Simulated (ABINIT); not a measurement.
# Si3Rh (Pm-3m): zone-centre phonons

Which modes does Si3Rh (Pm-3m) have at the zone centre?

Main program and level: ABINIT 10.8.3; DFT PBE, scalar-relativistic, plane waves, SG15 norm-conserving pseudopotentials.

This is a report of a sequence of runs, with most program output left out.

The structure was built from a prototype and need not be the compound's stable phase.

**1. Set-up**

The structure is cubic, space group Pm-3m (No. 221). The conventional cell has a = 3.838 Å, b = 3.838 Å, c = 3.838 Å, α = 90.00°, β = 90.00°, γ = 90.00°. Nearest to Rh lie 12 Si at 2.71 Å. Nearest to Si lie 4 Rh at 2.71 Å and 8 Si at 2.71 Å. Farther neighbours are not listed.

**2. A probe with smearing**

A first run with smearing and empty bands tells whether the crystal has a gap, which decides between fixed occupations and smearing later on.

The input, probe.abi:

```
# ground state
tolvrs 1.0d-08
prtden 1
prtwf 1

# basis, mesh and filling
ecut 30.0
ngkpt 6 6 6
nshiftk 1
shiftk 0.0 0.0 0.0
istwfk *1
occopt 7
tsmear 0.005
nband 22
nstep 100
diemac 9.0
prtebands 0
prtgsr 0
useylm 1

# cell and atoms
acell 3*1.0 Angstrom
rprim 
    3.83821097 0.0 0.0
    0.0 3.83821097 0.0
    0.0 0.0 3.83821097
ntypat 2
znucl 45 14
natom 4
typat 1 2 2 2
xred 
    0.0 0.0 0.0
    0.0 0.5 0.5
    0.5 0.0 0.5
    0.5 0.5 0.0
pp_dirpath "./pseudo"
pseudos "Rh.upf, Si.upf"
```

The run is started by

```sh
$ OMP_NUM_THREADS=1 mpirun -n 4 abinit probe.abi > probe.log
```

Wall time 10 s (4 MPI ranks of Arm Neoverse V1, shared host); 41 s of CPU time.

Read from the output:

```
volume per atom   : 14.14 Å³
pressure          : -0.1831 GPa
gap on the k-mesh : 0 eV
```

No gap opens on this mesh, so smearing is kept; the printed pressure holds the stress of the finite basis too.

**3. Rough relaxation**

The typed start is rough, so a first relaxation with smearing and loose thresholds takes it towards rest cheaply.

The input, prerelax.abi:

```
# relaxation
ionmov 2
optcell 2
dilatmx 1.15
chkdilatmx 0
ntime 40
tolmxf 3.0d-04
tolvrs 1.0d-10
prtwf 0
prtden 0
chksymtnons 0

# basis, mesh and filling
ecut 31.0
ecutsm 3.0
ngkpt 4 4 4
nshiftk 1
shiftk 0.0 0.0 0.0
istwfk *1
occopt 7
tsmear 0.005
nband 22
nstep 100
diemac 1000000.0
prtebands 0
prtgsr 0
useylm 1

# cell and atoms
acell 3*1.0 Angstrom
rprim 
    3.83821097 0.0 0.0
    0.0 3.83821097 0.0
    0.0 0.0 3.83821097
ntypat 2
znucl 45 14
natom 4
typat 1 2 2 2
xred 
    0.0 0.0 0.0
    0.0 0.5 0.5
    0.5 0.0 0.5
    0.5 0.5 0.0
pp_dirpath "./pseudo"
pseudos "Rh.upf, Si.upf"
```

The run is started by

```sh
$ OMP_NUM_THREADS=1 mpirun -n 4 abinit prerelax.abi > prerelax.log
```

The job ended after 36 s (4 MPI ranks).

The steps of the relaxation:

| step | energy less that of the first step (eV) | largest force (eV/Å) | volume (Å³) |
| --- | --- | --- | --- |
| 1 | 0.0000 | 0.0000 | 56.54 |
| 2 | -0.0031 | 0.0000 | 56.22 |
| 3 | -0.0047 | 0.0000 | 55.75 |

| conventional cell, symmetrised | before | after | change |
| --- | --- | --- | --- |
| a (Å) | 3.838 | 3.820 | -0.5 % |
| b (Å) | 3.838 | 3.820 | -0.5 % |
| c (Å) | 3.838 | 3.820 | -0.5 % |
| volume (Å³/atom) | 14.14 | 13.94 | -1.4 % |

Final coordinates:

```xyz
4
Lattice="3.8201 0.0000 0.0000 0.0000 3.8201 0.0000 0.0000 0.0000 3.8201" Properties=species:S:1:pos:R:3 pbc="T T T"
Rh    0.0000    0.0000    0.0000
Si    0.0000    1.9100    1.9100
Si    1.9100    0.0000    1.9100
Si    1.9100    1.9100    0.0000
```

Numbers from this step:

* volume per atom: 13.94 Å³
* pressure: 0.03425 GPa

The volume changes by -1.4 % in this run and stands -1.4 % from the first cell.

**4. Relaxation**

The harmonic expansion needs vanishing forces, and a free crystal bears no stress, so cell and atoms are brought to rest. Stress is more sensitive to the basis than forces are: the last 3 Ha under the cutoff are smoothed with ecutsm, and the cutoff is raised above that of the later runs.

The input, relax.abi:

```
# relaxation
ionmov 2
optcell 2
dilatmx 1.08
ntime 40
tolmxf 1.0d-05
tolvrs 1.0d-14
prtwf 0
prtden 0
chksymtnons 0

# basis, mesh and filling
ecut 38.0
ecutsm 3.0
ngkpt 8 8 8
nshiftk 1
shiftk 0.0 0.0 0.0
istwfk *1
occopt 3
tsmear 0.01
nband 22
nstep 100
diemac 1000000.0
prtebands 0
prtgsr 0
useylm 1

# cell and atoms
acell 3*1.0 Angstrom
rprim 
    3.820083562 0.0 0.0
    0.0 3.820083562 0.0
    0.0 0.0 3.820083562
ntypat 2
znucl 45 14
natom 4
typat 1 2 2 2
xred 
    0.0 0.0 0.0
    0.0 0.5 0.5
    0.5 0.0 0.5
    0.5 0.5 0.0
pp_dirpath "./pseudo"
pseudos "Rh.upf, Si.upf"
```

The run is started by

```sh
$ OMP_NUM_THREADS=1 mpirun -n 4 abinit relax.abi > relax.log
```

Run time: 2.6 min. Hardware: 4 MPI ranks; 10 min of CPU time.

Step by step:

| step | energy less that of the first step (eV) | largest force (eV/Å) | volume (Å³) |
| --- | --- | --- | --- |
| 1 | 0.0000 | 0.0000 | 55.75 |
| 2 | -0.0029 | 0.0000 | 56.06 |
| 3 | -0.0045 | 0.0000 | 56.52 |
| 4 | -0.0045 | 0.0000 | 56.53 |

| conventional cell, symmetrised | before | after | change |
| --- | --- | --- | --- |
| a (Å) | 3.820 | 3.838 | +0.5 % |
| b (Å) | 3.820 | 3.838 | +0.5 % |
| c (Å) | 3.820 | 3.838 | +0.5 % |
| volume (Å³/atom) | 13.94 | 14.13 | +1.4 % |

Read from the output:

```yaml
volume_per_atom: 14.13 Å³
pressure: 2.75e-4 GPa
```

The volume changes by +1.4 % in this run and stands -0.0 % from the first cell.

**5. Ground state**

First-order wavefunctions inherit every error of the ground state, hence the very tight tolvrs. Smearing stays on, as the first look found no gap above 0.3 eV.

The input, gs.abi:

```
# ground state
tolvrs 1.0d-16
prtden 1
prtwf 1

# basis, mesh and filling
ecut 30.0
ngkpt 8 8 8
nshiftk 1
shiftk 0.0 0.0 0.0
istwfk *1
occopt 3
tsmear 0.01
nband 22
nstep 100
diemac 1000000.0
prtebands 0
prtgsr 0
useylm 1

# cell and atoms
acell 3*1.0 Angstrom
rprim 
    3.837960003 0.0 0.0
    0.0 3.837960003 0.0
    0.0 0.0 3.837960003
ntypat 2
znucl 45 14
natom 4
typat 1 2 2 2
xred 
    0.0 0.0 0.0
    0.0 0.5 0.5
    0.5 0.0 0.5
    0.5 0.5 0.0
pp_dirpath "./pseudo"
pseudos "Rh.upf, Si.upf"
```

The run is started by

```sh
$ OMP_NUM_THREADS=1 mpirun -n 4 abinit gs.abi > gs.log
```

The job ended after 22 s (4 MPI ranks).

Numbers from this step:

```
pressure : -0.1408 GPa
```

The cell stands at -0.14 GPa: the relaxation ran with a smoothed and higher cutoff, and the difference is a stress of the finite basis.

**6. Linear response at Γ**

At q = 0 one unit cell holds all displacements. The response is solved for single atoms along the cell's directions, and symmetry skips those that follow from others. The crystal is treated as a metal, which screens a static field, so no field response is asked.

The input, dfpt_gamma.abi:

```

# common to the responses
getwfk_filepath "gso_WFK"
kptopt 2
nqpt 1
qpt 0.0 0.0 0.0
asr 0
chneut 0

# displacements
rfphon 1
rfatpol 1 4
rfdir 1 1 1
tolvrs 1.0d-10
prtwf 0

# basis, mesh and filling
ecut 30.0
ngkpt 8 8 8
nshiftk 1
shiftk 0.0 0.0 0.0
istwfk *1
occopt 3
tsmear 0.01
nband 22
nstep 100
diemac 1000000.0
prtebands 0
prtgsr 0
useylm 1

# cell and atoms
acell 3*1.0 Angstrom
rprim 
    3.837960003 0.0 0.0
    0.0 3.837960003 0.0
    0.0 0.0 3.837960003
ntypat 2
znucl 45 14
natom 4
typat 1 2 2 2
xred 
    0.0 0.0 0.0
    0.0 0.5 0.5
    0.5 0.0 0.5
    0.5 0.5 0.0
pp_dirpath "./pseudo"
pseudos "Rh.upf, Si.upf"
```

The run is started by

```sh
$ OMP_NUM_THREADS=1 mpirun -n 4 abinit dfpt_gamma.abi > dfpt_gamma.log
```

The job ended after 2.2 min (4 MPI ranks; 8.9 min of CPU time).

Read from the output:

```
largest acoustic frequency at the zone centre before the sum rule : 6.82 cm⁻¹
highest optical zone-centre mode (no LO-TO term)                  : 250.5 cm⁻¹
lowest optical zone-centre mode                                   : -142.5 cm⁻¹
```

The acoustic modes at Γ come out as far as 6.8 cm⁻¹ from zero, where they should vanish, a small numerical error. The lowest optical mode is imaginary, 143i cm⁻¹, an instability at this level and on this k mesh.

**7. Modes with the sum rule**

anaddb reads the merged derivatives and imposes the acoustic sum rule.

The input, anaddb.abi:

```
ddb_filepath "gamma_DDB"
output_file "anaddb.abo"
outdata_prefix "anaddb"
asr 1
chneut 1
enunit 2
eivec 1
nph1l 1
qph1l 0.0 0.0 0.0 1.0
```

The input, mrgddb.in:

```
gamma_DDB
merged
2
dfpt_gammao_DDB
gso_DDB
```

The run is started by

```sh
$ mrgddb < mrgddb.in > mrgddb.log
$ OMP_NUM_THREADS=1 anaddb anaddb.abi > anaddb.log
```

Wall time 0.52 s (1 thread).

Numbers from this step:

- highest optical zone-centre mode (no LO-TO term): 250.4 cm⁻¹
- lowest optical zone-centre mode: -142.7 cm⁻¹

No LO-TO term; unit eigenvectors of the mass-weighted matrix, from anaddb's displacements. The modes at Γ (shares of kinetic energy by element, %) (negative means imaginary):

| mode | frequency (cm⁻¹) | symmetry | Rh % | Si % |
| --- | --- | --- | --- | --- |
| 1 | -142.7 | T1u | 41 | 59 |
| 2 | -142.7 | T1u | 41 | 59 |
| 3 | -142.7 | T1u | 41 | 59 |
| 4 | 0.0 | acoustic | 55 | 45 |
| 5 | 0.0 | acoustic | 55 | 45 |
| 6 | 0.0 | acoustic | 55 | 45 |
| 7 | 70.1 | T2u | 0 | 100 |
| 8 | 70.1 | T2u | 0 | 100 |
| 9 | 70.1 | T2u | 0 | 100 |
| 10 | 250.5 | T1u | 4 | 96 |
| 11 | 250.5 | T1u | 4 | 96 |
| 12 | 250.5 | T1u | 4 | 96 |

Displacements in mode 1 (-142.7 cm⁻¹), the largest set to 1:
```
Rh1  0.00  0.00 -0.50
Si2  0.00  0.00  0.42
Si3  0.00  0.00  0.42
Si4  0.00  0.00  1.00
```

Displacements in mode 10 (250.5 cm⁻¹), the largest set to 1:
```
Rh1  0.00  0.00  0.17
Si2  0.00  0.00 -0.82
Si3  0.00  0.00 -0.82
Si4  0.00  0.00  1.00
```

The rule moves no optical mode by more than 0.4 cm⁻¹.

**8. Results**

```yaml
space_group_after_relaxation: Pm-3m
volume_per_atom: 14.1 Å³
highest_optical_zone_centre_mode_no_lo_to_term: 250.4 cm⁻¹
lowest_optical_zone_centre_mode: -142.7 cm⁻¹
imaginary_optical_modes_at_the_zone_centre_no_q_mesh_in_this_session: yes
```

**Reading.** At the PBE level the optical modes of Si3Rh (Pm-3m) at the zone centre run from 143i to 250 cm⁻¹, so the structure is a saddle point, with 3 modes beyond 10i cm⁻¹ there. These are harmonic frequencies: anharmonic shifts and widths and the lattice's thermal expansion are left out. The Fermi-Dirac smearing of 0.01 Ha is an electronic temperature of 3158 K, which adds a pressure of its own and can shift the volume and soft modes. In a metal the frequencies hang on the k mesh and the smearing, most of all near Kohn anomalies. The runs are without spin polarisation, although the cell has an odd electron count or an open d or f shell, so a magnetic state was not tested. The structure is a hypothetical one, built on a prototype.

[Host names and launcher messages were left out of these logs when they were recorded.]

[Logs are printed without paths, hosts, clocks, repeated set-up lines and the standing remarks that a program may print on its own settings, such as how far it seeks lower states.]

[Hosts, paths, dates, database ids (printed as entryN), source tags and the programs' standing remarks are cut or masked in the printed files.]
